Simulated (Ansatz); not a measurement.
## SrCuO3 (cubic perovskite) (Pm-3m): how robust is the cRPA U?

Aim: hold the target of a cRPA run on SrCuO3 (cubic perovskite) (Pm-3m) and move one thing at a time.

Main program and level: Ansatz 0.2.0; constrained RPA on LDA, plane waves, PAW.

The structure was built from a prototype and need not be the compound's stable phase.

### 1. The starting structure

It takes space group Pm-3m (No. 221, cubic). The conventional cell has a = 3.767 Å, b = 3.767 Å, c = 3.767 Å, α = 90.00°, β = 90.00°, γ = 90.00°. Sr has 12 O at 2.66 Å nearest. Cu has 6 O at 1.88 Å nearest. O has 2 Cu at 1.88 Å and 4 Sr at 2.66 Å nearest. Farther neighbours and most contacts between anions are not listed.

The structure was relaxed with LDA. The structure type comes from a generator and need not be one that this composition takes. The structure was generated from a model, not taken from a measurement. The runs that relaxed it are not among those shown. The program's search for lower electronic states was switched off, so nothing shows that the state found is the lowest. The default PAW set here is soft_2. Its files were made with PBE.

### 2. Base: Cu d + anion p, bands v13 to c1, 4×4×4 mesh, medium accuracy

Constrained RPA screens the interaction with every transition except those inside the target bands, which a later many-body model would treat itself.

input.yaml reads:

```yaml
crystal:
  lattice:
    - [0.0, -3.76734982, 0.0]
    - [0.0, 0.0, 3.76734982]
    - [-3.76734982, 0.0, 0.0]
  atoms:
    - { symbol: Sr, position: [0.0, 0.0, 0.0] }
    - { symbol: Cu, position: [0.5, 0.5, 0.5] }
    - { symbol: O, position: [0.5, 0.5, 0.0] }
    - { symbol: O, position: [0.5, 0.0, 0.5] }
    - { symbol: O, position: [0.0, 0.5, 0.5] }
kpoints:
  mp_grid: { grid: [8, 8, 8] }
hamiltonian:
  xc: lda
scf:
  occupations: { method: gaussian, width: 0.08 }
  n_extra_bands: 19
  max_iter: 150
  lower_state_search: "off"
output:
  crpa:
    kmesh: [4, 4, 4]
    target_bands: [v13, c1]
    projections: [{ species: Cu, l: d, shell: 3 }, { species: O, l: p, shell: 2 }]
  local_orbitals:
    kmesh: [8, 8, 8]
    orbitals: [{ species: Cu, l: d, shell: 3 }, { species: O, l: p, shell: 2 }]
    window: { bands: [v13, c1] }
    seedname: lo
```

Launch:

```bash
ansatz run input.yaml --threads 4 --pin off --max-ram 9216MiB --backend cpu --events-out ev --progress --plain --runs-dir out
```

Numbers of over 12 decimals in the logs are rounded to 6 here.

The log of the run:

```text
scf.n_extra_bands = 19 over 24 filled bands (N_el = 47.0): the run solves 43 bands
Engine: ansatz 0.2.0, aarch64-unknown-linux-gnu
Pseudopotentials: kind: paw
Pseudopotential: Sr, paw, valence charge 10, recommended cutoff 420 eV (normal), Sr.paw.azcp
Pseudopotential: Cu, paw, valence charge 19, recommended cutoff 420 eV (normal), Cu.paw.azcp
Pseudopotential: O, paw, valence charge 6, recommended cutoff 420 eV (normal), O.paw.azcp
Functional definition: SPW92
  exchange = slater_x
  correlation = pw_c
Crystal: 5 atoms, lattice volume = 53.470 Å³
Basis set: ecut = 420 eV, 1021 PW (Γ)
Bands: 43, of which v1, the nominal top of the filled ones, is band 24 counted from 1 (23 counted from 0)
Symmetry: 48 space group operations
Space group: Pm-3m (ITA 221), of the structure as read, at distance tolerance 3.8e-5 Å
k-points: 35 of 512
Non-local potential: Sr, projectors of the file, l = 0: 3, l = 1: 2, l = 2: 2
Non-local potential: Cu, projectors of the file, l = 0: 3, l = 1: 2, l = 2: 3, l = 3: 1
Non-local potential: O, projectors of the file, l = 0: 2, l = 1: 2, l = 2: 1
PAW form: soft (Blöchl's): semilocal exchange-correlation on the pseudo side does not see the compensation charge
PAW frozen core: Sr, regenerated for the run's functional, and the local potential with it (the file was generated under x = pbe(κ = 0.804, μ = 0.219515), c = pbe(β = 0.066725))
PAW frozen core: Cu, regenerated for the run's functional, and the local potential with it (the file was generated under x = pbe(κ = 0.804, μ = 0.219515), c = pbe(β = 0.066725))
PAW frozen core: O, regenerated for the run's functional, and the local potential with it (the file was generated under x = pbe(κ = 0.804, μ = 0.219515), c = pbe(β = 0.066725))
PAW one-centre angular grid: Sr, 110 points (default); XC on 64 Gauss nodes
PAW one-centre angular grid: Cu, 590 points (default); XC on 64 Gauss nodes
PAW one-centre angular grid: O, 110 points (default); XC on 64 Gauss nodes
Initial density: superposition of atomic densities (neutral atoms: chi_scale 0, normalization atom), corrected by the library's trained network
Initial wavefunctions: pseudopotential atomic-orbital guess
Functional: x = slater, c = lda
SCF iter   1: F=—  HF=-11665.524548 eV  |F-HF|=—  |Δ(HF+E_count)|=         —  Δρ=2.41e-2  dr2=2.87e-1  ethr=1.77e-3  ⟨swp⟩=7.4  Hψ=7336  notcnv=0  defer=345
preconditioner: auto → Kerker (q_TF=auto, 2.670 Å⁻¹)  [metal: Δε(μ)=0.039 eV  Ē_g=21.212 eV  σ=0.080 eV  W_gap=0.27  n_scr=18 (ndim 8)  ℏωp=30.9 eV  f_vac=0.000  D(μ)=4.94/eV (n_scr^D=80)]
SCF iter   2: F=—  HF=-11665.485482 eV  |F-HF|=—  |Δ(HF+E_count)|=   3.91e-2  Δρ=1.33e-2  dr2=9.46e-2  ethr=6.10e-4  ⟨swp⟩=1.9  Hψ=1900  notcnv=0  defer=406
[...]
Fermi energy:    10.165245 eV
--- Per-component energies (eV) ---
  E_band       = -482.857600
  E_kinetic    = 1065.660055
  E_local      = -6729.107989  (includes V_loc(G=0)·N_el)
  E_nonlocal   = 738.003571
  E_hartree    = 2789.806893
  E_xc         = -480.483736
  E_vxc        = -560.057334  (∫ρ·V_xc dr)
  E_paw        = -4616.004262  (= ΣΔE_a)
  E_vpaw       = -576.988124  (= ΣTr[D̂ρ^β])
  E_aug_tail   = 0.007269  (compensation charges beyond the density's cutoff)
  E_ewald      = -4434.365625
  E_core_change = 1.034560  (= ΣΔE_core)
  E_smearing   = -0.018122  (= −TS)
  E_closure    = -0.000000  (closes the sum)
  Σ components = -11665.467385   (vs F -11665.467385, Δ=0.00e0)
--- Band table (eV; the first three rows and the last of 35) ---
  k-point 0: bands = [... 20 lower, 9.1159, 9.1159, 9.8565, 9.8565, 9.8565, 16.1946, 16.1946, 17.4743, ... 15 higher]
  k-point 1: bands = [... 20 lower, 9.1561, 9.1561, 9.8400, 9.8400, 9.8498, 16.4844, 16.5019, 17.8525, ... 15 higher]
  k-point 2: bands = [... 20 lower, 9.2216, 9.2216, 9.8303, 9.8303, 10.0287, 17.2370, 17.2608, 18.8435, ... 15 higher]
  k-point 34: bands = [... 20 lower, 10.3809, 10.3809, 10.3809, 12.7582, 12.7582, 18.0132, 18.0132, 18.0132, ... 15 higher]
--- cRPA (band scheme, projected local orbitals): target bands 12..25 (1-based), 14 Wannier function(s), 4×4×4 mesh, 50 bands' worth read of 55 solved, ecut_chi 136.0 eV, v(q+G=0) probe_charge, pair densities all_electron ---
  bands read: the sum over 50 bands ends inside a degenerate multiplet in 1 slot, whose members it reads at an even weight; the widest, k=42: bands 49 to 51 (counted from 1) at 2/3 each
  χ-basis size per q: N_G = 179..208
  window electrons = 25.0000, filled by tetrahedron_uncorrected; constrained ε̄⁻¹(q = 0, 0) head = 0.350756; min gauge Gram eig = 0.7555
  Kanamori averages over each shell's own Wannier functions (sites counted from 0, functions from 1):
  Each shell's averages of U are screened by what lies outside the whole window alone: parameters of one model of all the shells.
    Site 1, 3D, 5 of 5 d orbitals (Wannier functions 1, 2, 3, 4, 5; wannier90's mr 1, 2, 3, 4, 5):
      screened: U = 11.8974 eV, U' = 10.1884 eV, J = 0.8589 eV
      screened, to within: U = 2.0e-2 eV, U' = 2.0e-2 eV, J = 1.4e-3 eV
      bare: V = 28.7007 eV, V' = 26.6723 eV, J = 1.0091 eV
    Site 2, 2P, 3 of 3 p orbitals (Wannier functions 6, 7, 8; wannier90's mr 1, 2, 3):
      screened: U = 7.6436 eV, U' = 6.2092 eV, J = 0.7052 eV
      screened, to within: U = 1.1e-2 eV, U' = 1.1e-2 eV, J = 9.6e-4 eV
      bare: V = 18.9240 eV, V' = 17.0965 eV, J = 0.8984 eV
    Site 3, 2P, 3 of 3 p orbitals (Wannier functions 9, 10, 11; wannier90's mr 1, 2, 3):
      screened: U = 7.6436 eV, U' = 6.2092 eV, J = 0.7052 eV
      screened, to within: U = 1.1e-2 eV, U' = 1.1e-2 eV, J = 9.6e-4 eV
      bare: V = 18.9240 eV, V' = 17.0965 eV, J = 0.8984 eV
    Site 4, 2P, 3 of 3 p orbitals (Wannier functions 12, 13, 14; wannier90's mr 1, 2, 3):
      screened: U = 7.6436 eV, U' = 6.2092 eV, J = 0.7052 eV
      screened, to within: U = 1.1e-2 eV, U' = 1.1e-2 eV, J = 9.6e-4 eV
      bare: V = 18.9240 eV, V' = 17.0965 eV, J = 0.8984 eV
  Hermiticity witness max|P − P†| over intra, direct and exchange elements: 1.07e-14 eV (screened), 3.55e-15 eV (bare)
  Reality witness max|Im| over intra, direct and exchange elements: 8.13e-9 eV (screened), 5.85e-9 eV (bare)
[key lines of the parts left out:]
SCF converged after 8 iterations
Free energy (F): -11665.467385 eV
```

It took 3.1 min on 4 threads of Arm Neoverse V2, shared host; peak memory 0.67 GiB.

Reading the cycles: dr2 is the Hartree energy of the density residual (eV), the measure of convergence; HF is the Harris–Foulkes estimate of the energy, which meets the free energy F at convergence.

Numbers from this step:

| Item | Value |
| --- | --- |
| U | 11.90 eV |
| U prime (inter-orbital) | 10.19 eV |
| J | 0.8589 eV |
| bare V | 28.70 eV |
| bare J | 1.009 eV |
| stated bound on U | 0.01987 eV |
| U over bare V | 0.4145 |
| electrons in the window | 25.00 |
| head of the constrained inverse dielectric matrix | 0.3508 |
| least eigenvalue of the projection's overlap | 0.7555 |
| target functions | 14 |
| bands in the sums | 50 |
| r.m.s. miss of the model bands | 1.20e-4 eV |
| width of the target bands | 9.796 eV |
| weight of the projected orbitals in the window | 0.9530 |

On the Cu d shell, screening brings the on-site interaction from 28.7 eV down to U = 11.90 eV.

### 3. Changed: 2×2×2 mesh

input.yaml, the sections that differ from step 2:

```yaml
output:
  crpa:
    kmesh: [2, 2, 2]
    target_bands: [v13, c1]
    projections: [{ species: Cu, l: d, shell: 3 }, { species: O, l: p, shell: 2 }]
# crystal, kpoints, hamiltonian, scf: as in step 2
```

The log of the run:

```text
[...]
Crystal: 5 atoms, lattice volume = 53.470 Å³
Basis set: ecut = 420 eV, 1021 PW (Γ)
Bands: 43, of which v1, the nominal top of the filled ones, is band 24 counted from 1 (23 counted from 0)
Symmetry: 48 space group operations
[...]
k-points: 35 of 512
[...]
SCF iter   1: F=—  HF=-11665.524548 eV  |F-HF|=—  |Δ(HF+E_count)|=         —  Δρ=2.41e-2  dr2=2.87e-1  ethr=1.77e-3  ⟨swp⟩=7.4  Hψ=7336  notcnv=0  defer=345
[...]
SCF iter   8: F=-11665.467385 eV  HF=-11665.467385 eV  |F-HF|=7.94e-8  |Δ(HF+E_count)|=   5.26e-7  Δρ=1.05e-5  dr2=8.99e-8  ethr=2.13e-10  ⟨swp⟩=9.6  Hψ=7710  notcnv=0
SCF 1 converged in 8 iterations: F = -11665.467385 eV  dr2 = 8.99e-8
[...]
NSCF: frozen V_eff on 4 k-points
[...]
cRPA screening: q 1/8
cRPA screening: q 2/8
cRPA screening: q 5/8 (q-point 4)
cRPA screening: q 8/8
SCF converged after 8 iterations
Free energy (F): -11665.467385 eV
[...]
χ-basis size per q: N_G = 179..208
[...]
screened: U = 11.8398 eV, U' = 10.1282 eV, J = 0.8588 eV
      screened, to within: U = 1.8e-2 eV, U' = 1.8e-2 eV, J = 1.4e-3 eV
      bare: V = 28.7587 eV, V' = 26.7293 eV, J = 1.0098 eV
    Site 2, 2P, 3 of 3 p orbitals (Wannier functions 6, 7, 8; wannier90's mr 1, 2, 3):
      screened: U = 7.6589 eV, U' = 6.2139 eV, J = 0.7091 eV
      screened, to within: U = 9.4e-3 eV, U' = 9.4e-3 eV, J = 1.1e-3 eV
      bare: V = 19.1049 eV, V' = 17.2680 eV, J = 0.9014 eV
    Site 3, 2P, 3 of 3 p orbitals (Wannier functions 9, 10, 11; wannier90's mr 1, 2, 3):
      screened: U = 7.6589 eV, U' = 6.2139 eV, J = 0.7091 eV
      screened, to within: U = 9.4e-3 eV, U' = 9.4e-3 eV, J = 1.1e-3 eV
      bare: V = 19.1049 eV, V' = 17.2680 eV, J = 0.9014 eV
    Site 4, 2P, 3 of 3 p orbitals (Wannier functions 12, 13, 14; wannier90's mr 1, 2, 3):
      screened: U = 7.6589 eV, U' = 6.2139 eV, J = 0.7091 eV
      screened, to within: U = 9.4e-3 eV, U' = 9.4e-3 eV, J = 1.1e-3 eV
      bare: V = 19.1049 eV, V' = 17.2680 eV, J = 0.9014 eV
[...]
[key lines of the parts left out:]
Fermi energy:    10.165245 eV
```

Run time: 16 s. Hardware: 4 threads; peak memory 0.56 GiB; 55 s of CPU time.

Numbers from this step:

* U: 11.84 eV
* U prime (inter-orbital): 10.13 eV
* J: 0.8588 eV
* bare V: 28.76 eV
* bare J: 1.010 eV
* stated bound on U: 0.01757 eV
* U over bare V: 0.4117
* electrons in the window: 25.00
* head of the constrained inverse dielectric matrix: 0.3323
* least eigenvalue of the projection's overlap: 0.7555
* target functions: 14
* bands in the sums: 50
* width of the target bands: 9.796 eV
* weight of the projected orbitals in the window: 0.9530

On the Cu d shell, screening brings the on-site interaction from 28.8 eV down to U = 11.84 eV.

### 4. Changed: accuracy high

Edit input.yaml of step 3 so:

```diff
@@ -22,4 +22,5 @@
   crpa:
-    kmesh: [2, 2, 2]
+    kmesh: [4, 4, 4]
     target_bands: [v13, c1]
     projections: [{ species: Cu, l: d, shell: 3 }, { species: O, l: p, shell: 2 }]
+    accuracy: high
```

The log of the run:

```text
[...]
Crystal: 5 atoms, lattice volume = 53.470 Å³
Basis set: ecut = 420 eV, 1021 PW (Γ)
Bands: 43, of which v1, the nominal top of the filled ones, is band 24 counted from 1 (23 counted from 0)
Symmetry: 48 space group operations
[...]
k-points: 35 of 512
[...]
screened: U = 7.6448 eV, U' = 6.2102 eV, J = 0.7052 eV
      screened, to within: U = 7.7e-4 eV, U' = 7.7e-4 eV, J = 9.2e-5 eV
      bare: V = 18.9240 eV, V' = 17.0965 eV, J = 0.8984 eV
    Site 4, 2P, 3 of 3 p orbitals (Wannier functions 12, 13, 14; wannier90's mr 1, 2, 3):
      screened: U = 7.6448 eV, U' = 6.2102 eV, J = 0.7052 eV
      screened, to within: U = 7.7e-4 eV, U' = 7.7e-4 eV, J = 9.2e-5 eV
      bare: V = 18.9240 eV, V' = 17.0965 eV, J = 0.8984 eV
[...]
[key lines of the parts left out:]
SCF converged after 8 iterations
Free energy (F): -11665.467385 eV
Fermi energy:    10.165245 eV
```

It took 5.5 min on 4 threads; peak memory 0.76 GiB; 21 min of CPU time.

This step gave:

```yaml
u: 11.90 eV
u_prime_inter_orbital: 10.19 eV
j: 0.8590 eV
bare_v: 28.70 eV
bare_j: 1.009 eV
stated_bound_on_u: 0.001762 eV
u_over_bare_v: 0.4146
electrons_in_the_window: 25.00
head_of_the_constrained_inverse_dielectric_matrix: 0.3508
least_eigenvalue_of_the_projection_s_overlap: 0.7555
target_functions: 14
bands_in_the_sums: 50
width_of_the_target_bands: 9.796 eV
weight_of_the_projected_orbitals_in_the_window: 0.9530
```

On the Cu d shell, screening brings the on-site interaction from 28.7 eV down to U = 11.90 eV.

### 5. Changed: accuracy low

Edit input.yaml of step 4 so:

```diff
@@ -25,2 +25,2 @@
     projections: [{ species: Cu, l: d, shell: 3 }, { species: O, l: p, shell: 2 }]
-    accuracy: high
+    accuracy: low
```

The log of the run:

```text
[...]
Crystal: 5 atoms, lattice volume = 53.470 Å³
Basis set: ecut = 420 eV, 1021 PW (Γ)
Bands: 43, of which v1, the nominal top of the filled ones, is band 24 counted from 1 (23 counted from 0)
Symmetry: 48 space group operations
[...]
k-points: 35 of 512
[...]
screened: U = 7.6424 eV, U' = 6.2080 eV, J = 0.7051 eV
      screened, to within: U = 6.9e-2 eV, U' = 6.9e-2 eV, J = 9.1e-3 eV
      bare: V = 18.9240 eV, V' = 17.0965 eV, J = 0.8984 eV
    Site 4, 2P, 3 of 3 p orbitals (Wannier functions 12, 13, 14; wannier90's mr 1, 2, 3):
      screened: U = 7.6424 eV, U' = 6.2080 eV, J = 0.7051 eV
      screened, to within: U = 6.9e-2 eV, U' = 6.9e-2 eV, J = 9.1e-3 eV
      bare: V = 18.9240 eV, V' = 17.0965 eV, J = 0.8984 eV
[...]
[key lines of the parts left out:]
SCF converged after 8 iterations
Free energy (F): -11665.467385 eV
Fermi energy:    10.165245 eV
```

Run time: 2.7 min. Hardware: 4 threads; peak memory 0.62 GiB.

This step gave:

- U: 11.89 eV
- U prime (inter-orbital): 10.18 eV
- J: 0.8588 eV
- bare V: 28.70 eV
- bare J: 1.009 eV
- stated bound on U: 0.1183 eV
- U over bare V: 0.4144
- electrons in the window: 25.00
- head of the constrained inverse dielectric matrix: 0.3507
- least eigenvalue of the projection's overlap: 0.7555
- target functions: 14
- bands in the sums: 50
- width of the target bands: 9.796 eV
- weight of the projected orbitals in the window: 0.9530

On the Cu d shell, screening brings the on-site interaction from 28.7 eV down to U = 11.89 eV.

### 6. Changed: a keyword of another program

Edit input.yaml of step 5 so:

```diff
@@ -25,2 +25,2 @@
     projections: [{ species: Cu, l: d, shell: 3 }, { species: O, l: p, shell: 2 }]
-    accuracy: low
+    NCRPA_BANDS: 1
```

The log of the run:

```text
Error: YAML parse error: error: line 26 column 5: unknown field `NCRPA_BANDS`, expected one of accuracy, bounded_pairs, pair_densities, n_empty_bands, n_guard_bands, ecut_chi, kmesh, target_bands, projections
  --> <input>:26:5
   |
24 |     target_bands: [v13, c1]
25 |     projections: [{ species: Cu, l: d, shell: 3 }, { species: O, l: p…
26 |     NCRPA_BANDS: 1
   |     ^ unknown field `NCRPA_BANDS`, expected one of accuracy, bounded_pairs, pair_densities, n_empty_bands, n_guard_bands, ecut_chi, kmesh, target_bands, projections
```

The job ended after 0.02 s (4 threads; peak memory 0.023 GiB).

The program refused the input before any cycle.

The program's message: “Error: YAML parse error: error: line 26 column 5: unknown field `NCRPA_BANDS`, expected one of accuracy, bounded_pairs, pair_densities, n_empty_bands, n_guard_bands, ecut_chi, kmesh, target_bands, pro …”

The fault put into this input: a keyword of another program.

(Continued in part 2 of 2.)

[Paths, hosts, dates, memory and timing lines, banners, echoed tables and standing remarks are left out of the program output.]

[Logs are printed without paths, hosts, clocks, repeated set-up lines and the standing remarks that a program may print on its own settings, such as how far it seeks lower states.]

[Runs of the session that timed out or met a known fault of the program may be left out.]

[Hosts, paths, dates, database ids (printed as entryN), source tags and the programs' standing remarks are cut or masked in the printed files.]
